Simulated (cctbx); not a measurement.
# Interatomic vectors of Mg14AlRh

Space group P-6m2 (no. 187), a = 6.4520 Å, b = 6.4520 Å, c = 9.8950 Å, α = 90.00°, β = 90.00°, γ = 120.00°, content Rh1 Al1 Mg14.

Simulated single-crystal data (cctbx): Mo Kα, λ = 0.71073 Å, to d = 0.65 Å, 50 % of the full sphere, strongest reflection 5000 counts, noise from counting, a 4 % proportional error and a noise floor of 2 counts (s.d.); no absorption.

Patterson synthesis, origin scaled to 1000:

```text
Patterson group P 6/m m m
      u       v       w   height  length (A)
  0.000   0.000   0.000   1000.0     0.00
  0.000   0.000   0.500    613.9     4.95
  0.000   0.500   0.000    567.2     3.23
  0.000   0.500   0.500    554.3     5.91
  0.333   0.667   0.250    279.5     4.47
  0.161   0.322   0.252    268.7     3.07
  0.058   0.280   0.000     -8.5     1.65
  0.000   0.145   0.137     -8.6     1.64
  0.000   0.248   0.032     -8.9     1.63
  0.061   0.424   0.150     -8.9     2.96
  0.052   0.104   0.160     -8.9     1.69
  0.206   0.412   0.500     -9.1     5.46
  0.000   0.000   0.237     -9.2     2.34
  0.123   0.247   0.085     -9.2     1.62
```

Q: Assign the vectors.

A peak at u stands for all pairs with xi − xj = u, with weight Σ ZiZj against Σ Z² = 4210 at the origin. Peak heights follow these weights only roughly, since form factors, motion and series ripples differ, all vectors within 0.55 Å of a peak are counted as merged into it though the farther ones add only part of their weight, and F(000) is left out, which lowers the whole map:

| u | v | w | shortest length (Å) | height | 1000 ΣZiZj/ΣZ² | pairs in the cell |
| --- | --- | --- | --- | --- | --- | --- |
| 0.000 | 0.000 | 0.500 | 4.95 | 614 | 757 | 14 × Mg–Mg, 2 × Rh–Al |
| 0.000 | 0.500 | 0.000 | 3.23 | 567 | 741 | 12 × Mg–Mg, 2 × Rh–Mg, 2 × Al–Mg |
| 0.000 | 0.500 | 0.500 | 5.91 | 554 | 741 | 12 × Mg–Mg, 2 × Rh–Mg, 2 × Al–Mg |
| 0.333 | 0.667 | 0.250 | 4.47 | 280 | 371 | 6 × Mg–Mg, 1 × Rh–Mg, 1 × Al–Mg |
| 0.161 | 0.322 | 0.252 | 3.07 | 269 | 371 | 6 × Mg–Mg, 1 × Rh–Mg, 1 × Al–Mg |

The table stops at ten peaks or at a height of 45, below which ripples compete. In the model behind the data Rh, the heaviest element, has 1 independent site: (0, 0, 1/2), up to an allowed shift of origin. No listed peak is a Rh–Rh vector, so the position follows from the cell content and the cross vectors. The whole model:

```csv
atom,mult.,x,y,z,Ueq (Å²)
Rh1,1,0,0,1/2,0.0090
Al1,1,0,0,0,0.0173
Mg1,2,2/3,1/3,0.7488,0.0170
Mg2,6,0.6921,0.8460,0.7550,0.0164
Mg3,3,0.4957,0.5043,1/2,0.0133
Mg4,3,0.4997,0.5003,0,0.0182
```

The model was made for the exercise: a known structure type with other elements put in, its volume estimated, not relaxed; displacement parameters are assumed.

[Logs are printed without paths, hosts, clocks, repeated set-up lines and the standing remarks that a program may print on its own settings, such as how far it seeks lower states.]
